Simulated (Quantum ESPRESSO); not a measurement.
## V (Im-3m): from the cell to the phonon bands

How does V (Im-3m) vibrate, and is this structure a minimum?

Program: Quantum ESPRESSO 7.5. Level of theory: DFT LDA, scalar-relativistic, plane waves, PseudoDojo norm-conserving pseudopotentials. Results are calculated unless marked as measured.

### 1. The structure

It takes space group Im-3m (No. 229, cubic). The conventional cell has a = 3.029 Å, b = 3.029 Å, c = 3.029 Å, α = 90.00°, β = 90.00°, γ = 90.00°. Nearest to V lie 8 V at 2.62 Å.

### 2. A probe with smearing

A cheap run with smearing and empty bands tells whether the crystal has a gap, which decides between fixed occupations and smearing later on.

Input file probe.in:

```
&control
   calculation = 'scf'
   prefix = 'x'
   outdir = './tmp'
   pseudo_dir = './pseudo'
   tprnfor = .true.
   tstress = .true.
   verbosity = 'high'
/
&system
   ibrav = 0
   nat = 1
   ntyp = 1
   ecutwfc = 84.0
   occupations = 'smearing'
   smearing = 'gaussian'
   degauss = 0.01
/
&electrons
   conv_thr = 1.0d-07
   mixing_beta = 0.7
   electron_maxstep = 100
/
ATOMIC_SPECIES
 V      50.9415  V.upf
CELL_PARAMETERS angstrom
    -1.514350000    1.514350000    1.514350000
     1.514350000   -1.514350000    1.514350000
     1.514350000    1.514350000   -1.514350000
ATOMIC_POSITIONS crystal
 V      0.000000000   0.000000000   0.000000000
K_POINTS automatic
 8 8 8 0 0 0
```

Command:

```console
OMP_NUM_THREADS=1 mpirun -n 4 pw.x -nk 4 -in probe.in > probe.out
```

Log:

```text
[banners, grids, parts of the stress and lines that vanish by symmetry left out]
Program PWSCF v.7.5
     Message from routine setup:
     using ibrav=0 with symmetry is DISCOURAGED, use correct ibrav instead
[...]
kinetic-energy cutoff     =      84.0000  Ry
     charge density cutoff     =     336.0000  Ry
     scf convergence threshold =      1.0E-07
[...]
Exchange-correlation= SLA  PW   NOGX NOGC
                           (   1   4   0   0   0   0   0)
[...]
48 Sym. Ops., with inversion, found
[...]
(     0          1          0      )
                  (     0          0          1      )
[...]
(  0.0000000  1.0000000 -0.0000000 )
                  ( -0.0000000 -0.0000000  1.0000000 )
[...]
(     1          0          0      )
                  (    -1         -1         -1      )
[...]
(  1.0000000 -0.0000000  0.0000000 )
                  ( -0.0000000 -1.0000000 -0.0000000 )
[...]
(    -1          0          0      )
                  (     0          0         -1      )
[...]
( -1.0000000 -0.0000000  0.0000000 )
                  (  0.0000000  1.0000000 -0.0000000 )
[...]
number of k points=    29  Gaussian smearing, width (Ry)=  0.0100
[...]
End of self-consistent calculation
[...]
the Fermi energy is    15.7726 ev
!    total energy              =    -147.51937172 Ry
[...]
convergence has been achieved in   6 iterations
[...]
atom    1 type  1   force =     0.00000000    0.00000000    0.00000000
[...]
Total force =     0.000000     Total SCF correction =     0.000000
[...]
total   stress  (Ry/bohr**3)                   (kbar)     P=     -184.65
[...]
XML data file, charge density, pseudopotentials, collected wavefunctions

   JOB DONE.
```

Run time: 1.9 s. Hardware: 4 MPI ranks of Arm Neoverse V2, shared host.

Read from the output:

```
volume per atom   : 13.89 Å³
pressure          : -18.46 GPa
gap on the k-mesh : 0 eV
```

No gap opens on this mesh, so smearing is kept; the start stands at -18 GPa.

### 3. Relaxation

The relaxation runs at a cutoff a fifth above that of the response, since stress converges more slowly with the basis than frequencies do. Forces and stress are brought to rest with tight thresholds.

Input file relax.in:

```
&control
   calculation = 'vc-relax'
   prefix = 'x'
   outdir = './tmp'
   pseudo_dir = './pseudo'
   tprnfor = .true.
   tstress = .true.
   forc_conv_thr = 2.0d-05
   etot_conv_thr = 1.0d-07
   nstep = 40
/
&system
   ibrav = 0
   nat = 1
   ntyp = 1
   ecutwfc = 101
   occupations = 'smearing'
   smearing = 'mv'
   degauss = 0.02
/
&electrons
   conv_thr = 1.0d-11
   mixing_beta = 0.7
   electron_maxstep = 100
/
&ions
/
&cell
   press_conv_thr = 0.2
/
ATOMIC_SPECIES
 V      50.9415  V.upf
CELL_PARAMETERS angstrom
    -1.514350000    1.514350000    1.514350000
     1.514350000   -1.514350000    1.514350000
     1.514350000    1.514350000   -1.514350000
ATOMIC_POSITIONS crystal
 V      0.000000000   0.000000000   0.000000000
K_POINTS automatic
 16 16 16 0 0 0
```

Command:

```console
OMP_NUM_THREADS=1 mpirun -n 4 pw.x -nk 4 -in relax.in > relax.out
```

Log:

```text
[banners, grids, parts of the stress and lines that vanish by symmetry left out]
[banner, memory and clock lines left out]
Program PWSCF v.7.5

[...]
kinetic-energy cutoff     =     101.0000  Ry
     charge density cutoff     =     404.0000  Ry
     scf convergence threshold =      1.0E-11
[...]
energy convergence thresh.=      1.0E-07
     force convergence thresh. =      2.0E-05
     press convergence thresh. =      2.0E-01
     Exchange-correlation= SLA  PW   NOGX NOGC
                           (   1   4   0   0   0   0   0)
[...]
48 Sym. Ops., with inversion, found
[...]
number of k points=   145  Marzari-Vanderbilt smearing, width (Ry)=  0.0200
[...]
End of self-consistent calculation
[...]
the Fermi energy is    15.7578 ev
!    total energy              =    -147.51749041 Ry
[...]
convergence has been achieved in  10 iterations
[...]
atom    1 type  1   force =     0.00000000    0.00000000    0.00000000
     Total force =     0.000000     Total SCF correction =     0.000000
[...]
total   stress  (Ry/bohr**3)                   (kbar)     P=     -176.78
[...]
number of bfgs steps    =   0
[...]
CELL_PARAMETERS (angstrom)
[...]
ATOMIC_POSITIONS (crystal)
V                0.0000000000        0.0000000000        0.0000000000
[...]
New effective cutoffs (rho, wfc):  427.85  107.35
[...]
End of self-consistent calculation
[...]
the Fermi energy is    17.5574 ev
!    total energy              =    -147.52338479 Ry
[...]
convergence has been achieved in   7 iterations
[...]
atom    1 type  1   force =     0.00000000    0.00000000    0.00000000
     Total force =     0.000000     Total SCF correction =     0.000000
[...]
total   stress  (Ry/bohr**3)                   (kbar)     P=      -23.19
[...]
number of bfgs steps    =   1
[...]
CELL_PARAMETERS (angstrom)
[...]
ATOMIC_POSITIONS (crystal)
V                0.0000000000        0.0000000000        0.0000000000
[...]
New effective cutoffs (rho, wfc):  431.61  108.30
[...]
End of self-consistent calculation
[...]
the Fermi energy is    17.8279 ev
!    total energy              =    -147.52345984 Ry
[...]
convergence has been achieved in   8 iterations
[...]
atom    1 type  1   force =     0.00000000    0.00000000    0.00000000
     Total force =     0.000000     Total SCF correction =     0.000000
[...]
total   stress  (Ry/bohr**3)                   (kbar)     P=        3.63
[...]
number of bfgs steps    =   2
[...]
CELL_PARAMETERS (angstrom)
[...]
ATOMIC_POSITIONS (crystal)
V                0.0000000000        0.0000000000        0.0000000000
[...]
New effective cutoffs (rho, wfc):  431.10  108.17
[...]
End of self-consistent calculation
[...]
the Fermi energy is    17.7913 ev
!    total energy              =    -147.52346165 Ry
[...]
convergence has been achieved in   6 iterations
[...]
atom    1 type  1   force =     0.00000000    0.00000000    0.00000000
     Total force =     0.000000     Total SCF correction =     0.000000
[...]
total   stress  (Ry/bohr**3)                   (kbar)     P=       -0.05
[...]
number of bfgs steps    =   3
[...]
small trust_radius: resetting bfgs history
[...]
CELL_PARAMETERS (angstrom)
[...]
ATOMIC_POSITIONS (crystal)
V                0.0000000000        0.0000000000        0.0000000000
[...]
New effective cutoffs (rho, wfc):  431.11  108.17
[...]
End of self-consistent calculation
[...]
the Fermi energy is    17.7918 ev
!    total energy              =    -147.52346165 Ry
[...]
convergence has been achieved in   3 iterations
[...]
atom    1 type  1   force =     0.00000000    0.00000000    0.00000000
     Total force =     0.000000     Total SCF correction =     0.000000
[...]
total   stress  (Ry/bohr**3)                   (kbar)     P=       -0.00
[...]
bfgs converged in   5 scf cycles and   4 bfgs steps
[...]
End of BFGS Geometry Optimization
     Final enthalpy           =    -147.5234616466 Ry
     File ./tmp/x.bfgs deleted, as requested
[...]
CELL_PARAMETERS (angstrom)
[...]
ATOMIC_POSITIONS (crystal)
V                0.0000000000        0.0000000000        0.0000000000
[...]
Final scf calculation at the relaxed structure.
[...]
kinetic-energy cutoff     =     101.0000  Ry
     charge density cutoff     =     404.0000  Ry
     scf convergence threshold =      1.0E-13
[...]
press convergence thresh. =      2.0E-01
     Exchange-correlation= SLA  PW   NOGX NOGC
                           (   1   4   0   0   0   0   0)
[...]
48 Sym. Ops., with inversion, found
[...]
number of k points=   145  Marzari-Vanderbilt smearing, width (Ry)=  0.0200
[...]
End of self-consistent calculation
[...]
the Fermi energy is    17.7918 ev
!    total energy              =    -147.52345784 Ry
[...]
convergence has been achieved in  12 iterations
[...]
atom    1 type  1   force =     0.00000000    0.00000000    0.00000000
     Total force =     0.000000     Total SCF correction =     0.000000
[...]
total   stress  (Ry/bohr**3)                   (kbar)     P=       -0.03
[...]
XML data file, charge density, pseudopotentials, collected wavefunctions
```

Run time: 28 s. Hardware: 4 MPI ranks.

Relaxation path:

```csv
step,energy less that of the first step (eV),largest force (eV/Å),pressure (GPa),volume (Å³)
1,0.0000,0.0000,-17.68,13.89
2,-0.0802,0.0000,-2.32,12.68
3,-0.0812,0.0000,0.36,12.51
4,-0.0812,0.0000,-0.01,12.53
5,-0.0812,0.0000,0.00,12.53
6,-0.0812,0.0000,0.00,12.53
```

```csv
"conventional cell, symmetrised",before,after,change
a (Å),3.029,2.927,-3.4 %
b (Å),3.029,2.927,-3.4 %
c (Å),3.029,2.927,-3.4 %
volume (Å³/atom),13.89,12.53,-9.8 %
```

The relaxed structure:

```cif
data_structure
_symmetry_space_group_name_H-M 'P 1'
_symmetry_Int_Tables_number 1
_cell_length_a 2.5345
_cell_length_b 2.5345
_cell_length_c 2.5345
_cell_angle_alpha 109.471
_cell_angle_beta 109.471
_cell_angle_gamma 109.471
_cell_volume 12.53
loop_
_atom_site_label
_atom_site_type_symbol
_atom_site_fract_x
_atom_site_fract_y
_atom_site_fract_z
_atom_site_occupancy
V1 V 0.00000 0.00000 0.00000 1
```

The last row of the table of steps is pw.x's closing run on a basis chosen anew for the final cell, so its energy can jump.

This step gave:

```yaml
volume_per_atom: 12.53 Å³
pressure: -0.003000 GPa
```

The volume changes by -9.8 % from the cell with which this run began.

### 4. Ground state

The response is built on this ground state, so it is converged far tighter than an energy would need. Smearing stays on, as the first look found no gap above 0.3 eV.

Input file scf.in:

```
&control
   calculation = 'scf'
   prefix = 'x'
   outdir = './tmp'
   pseudo_dir = './pseudo'
   tprnfor = .true.
   tstress = .true.
/
&system
   ibrav = 0
   nat = 1
   ntyp = 1
   ecutwfc = 84.0
   occupations = 'smearing'
   smearing = 'mv'
   degauss = 0.02
/
&electrons
   conv_thr = 1.0d-12
   mixing_beta = 0.7
   electron_maxstep = 100
/
ATOMIC_SPECIES
 V      50.9415  V.upf
CELL_PARAMETERS angstrom
    -1.463297054    1.463297054    1.463297054
     1.463297054   -1.463297054    1.463297054
     1.463297054    1.463297054   -1.463297054
ATOMIC_POSITIONS crystal
 V      0.000000000   0.000000000   0.000000000
K_POINTS automatic
 16 16 16 0 0 0
```

Command:

```console
OMP_NUM_THREADS=1 mpirun -n 4 pw.x -nk 4 -in scf.in > scf.out
```

Log:

```text
[banners, grids, parts of the stress and lines that vanish by symmetry left out]
[banner, memory and clock lines left out]
Program PWSCF v.7.5

[...]
kinetic-energy cutoff     =      84.0000  Ry
     charge density cutoff     =     336.0000  Ry
     scf convergence threshold =      1.0E-12
[...]
Exchange-correlation= SLA  PW   NOGX NOGC
                           (   1   4   0   0   0   0   0)
[...]
48 Sym. Ops., with inversion, found
[...]
number of k points=   145  Marzari-Vanderbilt smearing, width (Ry)=  0.0200
[...]
End of self-consistent calculation
[...]
the Fermi energy is    17.7918 ev
!    total energy              =    -147.52344104 Ry
[...]
convergence has been achieved in  10 iterations
[...]
atom    1 type  1   force =     0.00000000    0.00000000    0.00000000
     Total force =     0.000000     Total SCF correction =     0.000000
[...]
total   stress  (Ry/bohr**3)                   (kbar)     P=       -0.14
[...]
XML data file, charge density, pseudopotentials, collected wavefunctions
```

Elapsed: 6.6 s, on 4 MPI ranks; 26 s of CPU time.

Numbers from this step:

```yaml
pressure: -0.01400 GPa
```

The cell stands at -0.014 GPa, close enough for phonons.

### 5. Levels on a dense mesh

The coupling is a sum over pairs of states at the Fermi level and needs a much denser mesh than the density does.

scf_fit.in, as its differences from scf.in of step 4:

```diff
@@ -16,5 +16,6 @@
    degauss = 0.02
+   la2F = .true.
 /
 &electrons
-   conv_thr = 1.0d-12
+   conv_thr = 1.0d-10
    mixing_beta = 0.7
@@ -31,2 +32,2 @@
 K_POINTS automatic
- 16 16 16 0 0 0
+ 32 32 32 0 0 0
```

Command:

```console
OMP_NUM_THREADS=1 mpirun -n 4 pw.x -nk 4 -in scf_fit.in > scf_fit.out
```

Log:

```text
[banners, grids, parts of the stress and lines that vanish by symmetry left out]
[banner, memory and clock lines left out]
Program PWSCF v.7.5

[...]
kinetic-energy cutoff     =      84.0000  Ry
     charge density cutoff     =     336.0000  Ry
     scf convergence threshold =      1.0E-10
[...]
Exchange-correlation= SLA  PW   NOGX NOGC
                           (   1   4   0   0   0   0   0)
[...]
48 Sym. Ops., with inversion, found
[...]
number of k points=   897  Marzari-Vanderbilt smearing, width (Ry)=  0.0200
[...]
End of self-consistent calculation
[...]
the Fermi energy is    17.7827 ev
!    total energy              =    -147.52352111 Ry
[...]
convergence has been achieved in   9 iterations
[...]
atom    1 type  1   force =     0.00000000    0.00000000    0.00000000
     Total force =     0.000000     Total SCF correction =     0.000000
[...]
total   stress  (Ry/bohr**3)                   (kbar)     P=       -0.00
[...]
XML data file, charge density, pseudopotentials, collected wavefunctions
```

Elapsed: 33 s, on 4 MPI ranks.

This step gave:

* pressure: 0 GPa

### 6. Ground state

The run on the dense mesh left its levels for the electron-phonon sums; ph.x needs the ground state on the coarse mesh, so pw.x runs once more in the same folder.

scf.in is that of step 4.

Command:

```console
OMP_NUM_THREADS=1 mpirun -n 4 pw.x -nk 4 -in scf.in > scf.out
```

Log:

```text
[banners, grids, parts of the stress and lines that vanish by symmetry left out]
[banner, memory and clock lines left out]
Program PWSCF v.7.5

[...]
kinetic-energy cutoff     =      84.0000  Ry
     charge density cutoff     =     336.0000  Ry
     scf convergence threshold =      1.0E-12
[...]
Exchange-correlation= SLA  PW   NOGX NOGC
                           (   1   4   0   0   0   0   0)
[...]
48 Sym. Ops., with inversion, found
[...]
number of k points=   145  Marzari-Vanderbilt smearing, width (Ry)=  0.0200
[...]
End of self-consistent calculation
[...]
the Fermi energy is    17.7918 ev
!    total energy              =    -147.52344104 Ry
[...]
convergence has been achieved in  10 iterations
[...]
atom    1 type  1   force =     0.00000000    0.00000000    0.00000000
     Total force =     0.000000     Total SCF correction =     0.000000
[...]
total   stress  (Ry/bohr**3)                   (kbar)     P=       -0.14
[...]
XML data file, charge density, pseudopotentials, collected wavefunctions
```

Elapsed: 6.7 s, on 4 MPI ranks.

Numbers from this step:

* pressure: -0.01400 GPa

(Part 1 of 3 ends here.)

[Host names and launcher messages were left out of these logs when they were recorded.]

[Logs are printed without paths, hosts, clocks, repeated set-up lines and the standing remarks that a program may print on its own settings, such as how far it seeks lower states.]

[Hosts, paths, dates, database ids (printed as entryN), source tags and the programs' standing remarks are cut or masked in the printed files.]
